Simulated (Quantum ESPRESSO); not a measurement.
# BaLiF3 (Pm-3m): modes at Γ and the response to a field

Which modes does BaLiF3 (Pm-3m) have at the zone centre?

Main program and level: Quantum ESPRESSO 7.5; DFT LDA, scalar-relativistic, plane waves, PseudoDojo norm-conserving pseudopotentials.

This is a report of a sequence of runs, with most program output left out.

## (1) Set-up

It takes space group Pm-3m (No. 221, cubic). Conventional cell: a = 3.989 Å, b = 3.989 Å, c = 3.989 Å, α = 90.00°, β = 90.00°, γ = 90.00°. Nearest to Ba lie 12 F at 2.82 Å. Nearest to Li lie 6 F at 1.99 Å. Nearest to F lie 2 Li at 1.99 Å and 4 Ba at 2.82 Å. Farther neighbours and most contacts between anions are not listed.

Structure file:

```cif
data_structure
_symmetry_space_group_name_H-M 'Pm-3m'
_symmetry_Int_Tables_number 221
_cell_length_a 3.9886
_cell_length_b 3.9886
_cell_length_c 3.9886
_cell_angle_alpha 90.000
_cell_angle_beta 90.000
_cell_angle_gamma 90.000
_cell_volume 63.45
loop_
_atom_site_label
_atom_site_type_symbol
_atom_site_symmetry_multiplicity
_atom_site_Wyckoff_symbol
_atom_site_fract_x
_atom_site_fract_y
_atom_site_fract_z
_atom_site_occupancy
Ba1 Ba 1 a 0.00000 0.00000 0.00000 1
Li1 Li 1 b 0.50000 0.50000 0.50000 1
F1 F 3 c 0.00000 0.50000 0.50000 1
```

## (2) A first look

Before anything dear is run, a loose run with smearing shows whether this is a metal and how far the cell is from rest.

File probe.in:

```
&control
   calculation = 'scf'
   prefix = 'x'
   outdir = './tmp'
   pseudo_dir = './pseudo'
   tprnfor = .true.
   tstress = .true.
   verbosity = 'high'
/
&system
   ibrav = 1
   celldm(1) = 7.53732693
   nat = 5
   ntyp = 3
   ecutwfc = 92.0
   occupations = 'smearing'
   smearing = 'gaussian'
   degauss = 0.01
/
&electrons
   conv_thr = 1.0d-07
   mixing_beta = 0.7
   electron_maxstep = 100
/
ATOMIC_SPECIES
 Ba    137.3270  Ba.upf
 Li      6.9400  Li.upf
 F      18.9984  F.upf
ATOMIC_POSITIONS crystal
 Ba     0.000000000   0.000000000   0.000000000
 Li     0.500000000   0.500000000   0.500000000
 F      0.000000000   0.500000000   0.500000000
 F      0.500000000   0.500000000   0.000000000
 F      0.500000000   0.000000000   0.500000000
K_POINTS automatic
 4 4 4 0 0 0
```

Launch:

```console
$ OMP_NUM_THREADS=1 mpirun -n 4 pw.x -nk 4 -in probe.in > probe.out
```

Run time: 6.8 s. Hardware: 4 MPI ranks of Intel Xeon at 2.70GHz, shared host.

Numbers from this step:

| Property | Result |
| --- | --- |
| volume per atom | 12.69 Å³ |
| pressure | -5.746 GPa |
| gap on the k-mesh | 6.550 eV |

A gap of 6.6 eV opens on this mesh, so the crystal is taken as an insulator; the start stands at -5.7 GPa.

## (3) Relaxing the cell and atoms

The relaxation runs at a cutoff a fifth above that of the response, since stress converges more slowly with the basis than frequencies do. Forces and stress are brought to rest with tight thresholds.

File relax.in:

```
&control
   calculation = 'vc-relax'
   prefix = 'x'
   outdir = './tmp'
   pseudo_dir = './pseudo'
   tprnfor = .true.
   tstress = .true.
   forc_conv_thr = 2.0d-05
   etot_conv_thr = 1.0d-07
   nstep = 40
/
&system
   ibrav = 1
   celldm(1) = 7.53732693
   nat = 5
   ntyp = 3
   ecutwfc = 110
   occupations = 'fixed'
   nbnd = 19
/
&electrons
   conv_thr = 1.0d-11
   mixing_beta = 0.7
   electron_maxstep = 100
/
&ions
/
&cell
   press_conv_thr = 0.2
/
ATOMIC_SPECIES
 Ba    137.3270  Ba.upf
 Li      6.9400  Li.upf
 F      18.9984  F.upf
ATOMIC_POSITIONS crystal
 Ba     0.000000000   0.000000000   0.000000000
 Li     0.500000000   0.500000000   0.500000000
 F      0.000000000   0.500000000   0.500000000
 F      0.500000000   0.500000000   0.000000000
 F      0.500000000   0.000000000   0.500000000
K_POINTS automatic
 6 6 6 0 0 0
```

Launch:

```console
$ OMP_NUM_THREADS=1 mpirun -n 4 pw.x -nk 4 -in relax.in > relax.out
```

It took 73 s on 4 MPI ranks.

Step by step:

```csv
step,energy less that of the first step (eV),largest force (eV/Å),pressure (GPa),volume (Å³)
1,0.0000,0.0000,-5.71,63.45
2,-0.0540,0.0000,-3.67,61.62
3,-0.0857,0.0000,0.05,58.94
4,-0.0857,0.0000,0.00,58.98
5,-0.0857,0.0000,0.00,58.98
6,-0.0856,0.0000,0.00,58.98
```

```csv
"conventional cell, symmetrised",before,after,change
a (Å),3.989,3.892,-2.4 %
b (Å),3.989,3.892,-2.4 %
c (Å),3.989,3.892,-2.4 %
volume (Å³/atom),12.69,11.80,-7.1 %
```

The relaxed structure:

```xyz
5
Lattice="3.8925 0.0000 0.0000 0.0000 3.8925 0.0000 0.0000 0.0000 3.8925" Properties=species:S:1:pos:R:3 pbc="T T T"
Ba    0.0000    0.0000    0.0000
Li    1.9462    1.9462    1.9462
F     0.0000    1.9462    1.9462
F     1.9462    1.9462    0.0000
F     1.9462    0.0000    1.9462
```

The last row of the table of steps is pw.x's closing run on a basis chosen anew for the final cell, so its energy can jump.

Read from the output:

* volume per atom: 11.80 Å³
* pressure: -0.001 GPa
* gap on the k-mesh: 6.650 eV

The volume changes by -7.1 % from the cell with which this run began.

## (4) Self-consistent run for the response

The response is built on this ground state, so it is converged far tighter than an energy would need. With a gap, occupations are fixed, which also allows the response to an electric field.

File scf.in:

```
&control
   calculation = 'scf'
   prefix = 'x'
   outdir = './tmp'
   pseudo_dir = './pseudo'
   tprnfor = .true.
   tstress = .true.
/
&system
   ibrav = 1
   celldm(1) = 7.35567489
   nat = 5
   ntyp = 3
   ecutwfc = 92.0
   occupations = 'fixed'
   nbnd = 19
/
&electrons
   conv_thr = 1.0d-12
   mixing_beta = 0.7
   electron_maxstep = 100
/
ATOMIC_SPECIES
 Ba    137.3270  Ba.upf
 Li      6.9400  Li.upf
 F      18.9984  F.upf
ATOMIC_POSITIONS crystal
 Ba     0.000000000   0.000000000   0.000000000
 Li     0.500000000   0.500000000   0.500000000
 F      0.000000000   0.500000000   0.500000000
 F      0.500000000   0.500000000   0.000000000
 F      0.500000000   0.000000000   0.500000000
K_POINTS automatic
 8 8 8 0 0 0
```

Launch:

```console
$ OMP_NUM_THREADS=1 mpirun -n 4 pw.x -nk 4 -in scf.in > scf.out
```

Elapsed: 20 s, on 4 MPI ranks.

This step gave:

- pressure: -0.01100 GPa

The cell stands at -0.011 GPa, close enough for phonons.

## (5) Zone-centre response

At q = 0 one unit cell holds all displacements; symmetry groups them into irreducible representations that are solved one by one. The response to a field gives ε∞ and the Born charges, which polar modes need.

File ph.in:

```
phonons
&inputph
   prefix = 'x'
   outdir = './tmp'
   fildyn = 'g.dyn'
   tr2_ph = 1.0d-18
   epsil = .true.
/
0.000000000000 0.000000000000 0.000000000000
```

Launch:

```console
$ OMP_NUM_THREADS=1 mpirun -n 4 ph.x -nk 4 -in ph.in > ph.out
```

Run time: 12 min. Hardware: 4 MPI ranks.

Read from the output:

| Property | Result |
| --- | --- |
| miss of the charge sum rule | 3.40e-4 e |
| largest acoustic frequency at the zone centre before the sum rule | 1.13 cm⁻¹ |
| highest optical zone-centre mode (no LO-TO term) | 404.9 cm⁻¹ |
| lowest optical zone-centre mode | 152.2 cm⁻¹ |
| mean high-frequency dielectric constant | 2.717 |
| largest Born charge in size (third of the trace) | 2.776 e |

Born charge (rows field, columns displacement), before the sum rule (e), principal values of the symmetric part by kind of site:

```csv
atom,atoms with these values,low,middle,high,mean
Ba1,1,2.78,2.78,2.78,2.78
Li2,1,1.05,1.05,1.05,1.05
F3,3,-1.40,-1.40,-1.03,-1.28
```

In full for Li2:

```
1.05 0.00 0.00
0.00 1.05 0.00
0.00 0.00 1.05
```

High-frequency dielectric tensor:

```
2.72 0.00 0.00
0.00 2.72 0.00
0.00 0.00 2.72
```

The acoustic modes at Γ come out as far as 1.1 cm⁻¹ from zero, where they should vanish, a small numerical error; the Born charges miss their sum rule by 3.4e-4 e, which is good.

## (6) Zone-centre analysis

A rigid shift of the crystal must cost nothing, but grids and finite bases break this; the acoustic sum rule is imposed before the matrix is diagonalised again. With Born charges the intensities follow, and the static dielectric tensor.

File dynmat.in:

```
&input
   fildyn = 'g.dyn'
   asr = 'simple'
   fileig = 'dynmat.eig'
   lperm = .true.
/
```

Launch:

```console
$ dynmat.x -in dynmat.in > dynmat.out
```

The job ended after 0.71 s (1 thread).

Numbers from this step:

```
highest optical zone-centre mode (no LO-TO term) : 404.8 cm⁻¹
mean static dielectric constant                  : 12.21
```

Unit eigenvectors of the mass-weighted matrix after the sum rule; no LO-TO term. The modes at Γ (shares of kinetic energy by element, %):

```csv
mode,frequency (cm⁻¹),symmetry,Ba %,Li %,F %
1,0.0,acoustic,68,3,28
2,0.0,acoustic,68,3,28
3,0.0,acoustic,68,3,28
4,152.2,T1u,31,3,66
5,152.2,T1u,31,3,66
6,152.2,T1u,31,3,66
7,203.8,T2u,0,0,100
8,203.8,T2u,0,0,100
9,203.8,T2u,0,0,100
10,328.3,T1u,0,5,95
11,328.3,T1u,0,5,95
12,328.3,T1u,0,5,95
13,404.8,T1u,0,89,11
14,404.8,T1u,0,89,11
15,404.8,T1u,0,89,11
```

Displacements in mode 5 (152.2 cm⁻¹), the largest set to 1:
```
Ba1 -0.04  0.00  0.44
Li2  0.05  0.00 -0.59
F3   0.09  0.00 -0.97
F4   0.09  0.00 -1.00
F5   0.09  0.00 -0.97
```

Displacements in mode 15 (404.8 cm⁻¹), the largest set to 1:
```
Ba1  0.00  0.00 -0.01
Li2  0.00  0.00  1.00
F3   0.00  0.00 -0.03
F4   0.00  0.00 -0.21
F5   0.00  0.00 -0.03
```

Degenerate modes summed, no LO-TO term. Infrared lines, with heights relative to the strongest:

```csv
position (cm⁻¹),lines merged,label,"IR intensity, relative"
152,3,T1u,100
204,3,T2u,0.0
328,3,T1u,16
405,3,T1u,96
```

Static dielectric tensor (ions relaxed, fixed cell):

```
12.21  0.00  0.00
 0.00 12.21  0.00
 0.00  0.00 12.21
```

The rule moves no optical mode by more than 0.1 cm⁻¹.

## (7) Sum rules set otherwise (asr crystal)

The rule can be imposed in more than one way; the choices should agree where the raw error is small.

File dynmat.in:

```
&input
   fildyn = 'g.dyn'
   asr = 'crystal'
   fileig = 'dynmat.eig'
   lperm = .true.
/
```

Launch:

```console
$ dynmat.x -in dynmat.in > dynmat.out
```

The job ended after 0.69 s (1 thread).

Read from the output:

```
highest optical zone-centre mode (no LO-TO term) : 404.9 cm⁻¹
```

Zone-centre frequencies as printed; negative means imaginary. Modes:

```csv
mode,frequency (cm⁻¹)
1,0
2,0
3,0
4,152.2
5,152.2
6,152.2
7,203.8
8,203.8
9,203.8
10,328.3
11,328.3
12,328.3
13,404.9
14,404.9
15,404.9
```

Against the first rule no mode moves by more than 0.1 cm⁻¹.

## (8) Sum rules set otherwise: a sum rule for molecules or wires on a crystal

This rule also removes rotations, which suits molecules and not a crystal; it is tried to see the harm.

File dynmat.in:

```
&input
   fildyn = 'g.dyn'
   asr = 'zero-dim'
   fileig = 'dynmat.eig'
   lperm = .true.
/
```

Launch:

```console
$ dynmat.x -in dynmat.in > dynmat.out
```

Elapsed: 0.67 s, on 1 thread.

The run ended normally, but on settings that are not sound.

The fault: a sum rule for molecules or wires on a crystal; 3 optical modes are projected out to zero frequency, as if they were rotations, and the static dielectric tensor is spoilt.

For a crystal the rule has to be 'simple' or 'crystal'.

Zone-centre frequencies as printed; negative means imaginary. Modes:

```csv
mode,frequency (cm⁻¹)
1,0
2,0
3,0
4,0
5,0
6,0
7,152.2
8,195.1
9,195.1
10,275.5
11,275.5
12,328.3
13,394
14,394
15,404.9
```

## (9) Modes along a direction of q (1 0 0)

A longitudinal polar mode sets up a macroscopic field that stiffens it; the term hangs on the direction from which q goes to zero.

File dynmat.in:

```
&input
   fildyn = 'g.dyn'
   asr = 'simple'
   fileig = 'dynmat.eig'
   q(1) = 1.0
   q(2) = 0.0
   q(3) = 0.0
/
```

Launch:

```console
$ dynmat.x -in dynmat.in > dynmat.out
```

Run time: 0.68 s. Hardware: 1 thread.

Read from the output:

```yaml
highest_mode_moved_by_the_lo_to_term: 516.1 cm⁻¹
```

Zone-centre frequencies as printed; negative means imaginary. Modes:

```csv
mode,frequency (cm⁻¹)
1,0
2,0
3,0
4,152.2
5,152.2
6,203.8
7,203.8
8,203.8
9,245.4
10,328.3
11,328.3
12,338.5
13,404.8
14,404.8
15,516.1
```

The field moves 3 modes; the highest of them now lies at 516 cm⁻¹, where the highest that moved away lay at 405.

## (10) What came out

| Item | Value |
| --- | --- |
| space group after relaxation | Pm-3m |
| volume per atom | 11.8 Å³ |
| gap on the k-mesh | 6.65 eV |
| highest optical zone-centre mode (no LO-TO term) | 404.8 cm⁻¹ |
| lowest optical zone-centre mode | 152.2 cm⁻¹ |
| highest mode moved by the LO-TO term | 516.1 cm⁻¹ |
| mean high-frequency dielectric constant | 2.72 |
| largest Born charge in size (third of the trace) | 2.78 e |
| mean static dielectric constant | 12.2 |
| imaginary optical modes at the zone centre (no q mesh in this session) | none |

At the LDA level the optical modes of BaLiF3 (Pm-3m) at the zone centre (no LO-TO term) run from 152 to 405 cm⁻¹. Along the directions run, the highest mode that the macroscopic field moves lies at 516 cm⁻¹. Lattice motion raises the mean dielectric constant from 2.717 to 12.21. Of the 12 optical modes, 9 are infrared active alone and 3 are silent. These are harmonic frequencies at zero temperature: anharmonic shifts and linewidths and thermal expansion are left out. Spin-orbit coupling is left out, which can matter for the heavy elements here. The structure comes from a database and need not be the phase that is stable at ambient conditions.

[Host names and launcher messages were left out of these logs when they were recorded.]

[Logs are printed without paths, hosts, clocks, repeated set-up lines and the standing remarks that a program may print on its own settings, such as how far it seeks lower states.]

[Hosts, paths, dates, database ids (printed as entryN), source tags and the programs' standing remarks are cut or masked in the printed files.]
